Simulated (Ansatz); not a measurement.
# Static equation of state of random rock-salt alloy of HfC and HfN (512 atoms)

The cell holds 512 atoms: 256 Hf, 160 C and 96 N. Its edges and angles: a = 18.574 Å, b = 18.579 Å, c = 18.582 Å, α = 90.0°, β = 90.0°, γ = 90.0°. It derives from HfC and HfN (rock-salt), repeated 4×4×4. The starting structure: Rock-salt HfC, 4 x 4 x 4 conventional cells, 96 of 256 C sites given to N at random (x = 0.375), lattice by Vegard's rule (a = 4.597 Å); not relaxed, displaced by a Gaussian of 0.02 Å.

Calculated with Ansatz 0.2.0: Kohn-Sham DFT, RPBE, PAW (set soft_2), plane waves; cutoff 420 eV, Γ point, fermi-dirac smearing of 0.05 eV. Cell and atoms were relaxed first, to V0 = 12.525 Å³ an atom at a residual P0 = -0.007 GPa. The cell was then scaled evenly, and the atoms were relaxed at each volume.

```
volume (Å³/atom)  pressure (GPa)
          11.272               ?
          11.773           16.26
          12.149           7.513
          12.901          -6.455
          13.276          -11.92
```

Task: Fit the third-order Birch–Murnaghan equation to the rows given and extrapolate to the withheld row.

**Working.**

Take the Eulerian strain f = ½[(V0/V)^(2/3) − 1] and the normalised pressure F = (P − P0) / [3f(1 + 2f)^(5/2)]. The third-order Birch–Murnaghan equation is then the line F = B0 + (3/2)B0(B′ − 4) f, so u = f and v = F.

```
      u = f  v = F (GPa)
  0.0210563      232.311
  0.0102567      232.277
-0.00975655      231.436
 -0.0190506      229.773
```

With n = 4: mean u = 6.2648e-4, mean v = 231.449, Σ(u − ū)² = 0.0010051, Σ(u − ū)(v − v̄) = 0.058710. Slope b = 0.058710 / 0.0010051 = 58.411; intercept a = v̄ − b ū = 231.41.

So B0 = a = 231 GPa and B′ = 4 + 2b/(3a) = 4.17. At the withheld volume f = 0.03638, F = a + b f = 233.5 GPa, and P = P0 + 3f(1 + 2f)^(5/2) F.

Prediction at 11.272: 30.38 GPa. The run gave 30.29 GPa, so the fit is high by 0.087 GPa (0.29 % of the value).

B′ = 4.2 lies in the range of 3 to 6 that is common for dense crystals. Among the rows given, the largest miss of the fit is at 13.276, by 0.027 GPa (0.065 % of the range of the table).

Limits: Static cells at zero temperature; the cell shape is held. The program notes that the SCF threshold of these relaxations is loose for the stress. Only the Γ point is sampled, in a cell whose shortest periodic width is 19 Å, which is coarse for a cell with partly filled levels.

[Long decimals in the printed logs are rounded to 6 places.]

[Logs are printed without paths, hosts, clocks, repeated set-up lines and the standing remarks that a program may print on its own settings, such as how far it seeks lower states.]

[Hosts, paths, dates, database ids (printed as entryN), source tags and the programs' standing remarks are cut or masked in the printed files.]
